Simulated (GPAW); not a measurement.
Consider zinc-blende (AlAs)1-x(InAs)x, x = 0.875.

```xyz
16
Lattice="0.0000 6.0084 6.0084 6.0084 0.0000 6.0084 6.0084 6.0084 0.0000" Properties=species:S:1:pos:R:3 pbc="T T T"
Al    6.0081    6.0041    0.0155
As    1.4419    1.4334    1.4467
In    2.9982    3.0001    0.0072
As    4.5703    4.5639    1.4411
In    3.0277    0.0238    3.0144
As    4.5898    1.4492    4.5870
In    6.0161    3.0115    3.0083
As    7.5222    4.5211    4.5065
In    6.0282    3.0201    9.0080
As    1.4415    4.5880    4.5718
In    3.0196    6.0116    3.0078
As    4.5207    7.5249    4.5064
In    2.9985    3.0105    6.0004
As    4.5066    4.5120    7.5089
In    6.0100    6.0114    6.0090
As    7.5150    7.5100    7.5131
```

Absorber: atom 2, with 1 Al at 2.49 Å and 3 In at 2.64 Å (distorted tetrahedral). Method: GPAW, PBE, excited-electron core hole (neutral cell), 16-atom cell with 8.5 Å between holes, 4×4×4 k points, dipole transitions, Gaussian full width 2.14 eV up to 4 eV, rising linearly to 3.5 eV at 25 eV.

**Question.** What does the As K edge look like?

Main maxima up to 27 eV above the zero (height): 3.2 eV (1.46), 15.0 eV (0.87) and 21.8 eV (0.97). A K edge sees empty p states on the absorber. 

The As K spectrum (energy from the lowest empty level; intensity scaled to a mean of 1 over the first 20 eV):

```
E (eV)  intensity
  -2.0       0.02
  -1.0       0.19
   0.0       0.71
   1.0       1.19
   2.0       1.33
   3.0       1.45
   4.0       1.40
   5.0       1.36
   6.0       1.28
   7.0       1.11
   8.0       0.90
   9.0       0.70
  10.0       0.72
  11.0       0.82
  12.0       0.86
  13.0       0.85
  14.0       0.85
  15.0       0.87
  16.0       0.84
  17.0       0.81
  18.0       0.85
  19.0       0.91
  20.0       0.94
  21.0       0.96
  22.0       0.97
  23.0       0.92
  24.0       0.83
  25.0       0.77
  26.0       0.79
  27.0       0.88
  28.0       0.97
```

The script folds with a Gaussian, whereas the core hole's own line is a Lorentzian, so the onset is too steep and the first peak too high.

[Banner, clock and machine lines of the logs are left out without a mark of their own.]

[Logs are printed without paths, hosts, clocks, repeated set-up lines and the standing remarks that a program may print on its own settings, such as how far it seeks lower states.]

[Hosts, paths, dates, database ids (printed as entryN), source tags and the programs' standing remarks are cut or masked in the printed files.]

[Lists of maxima count a maximum above −3 eV only where it reaches 4 % of the highest in the window and stands out from its surroundings by 2 % of it (1.5 % where it reaches 55 %); shoulders and weaker maxima are passed over, and of the rest the first, up to two pre-edge ones and the few strongest are named.]
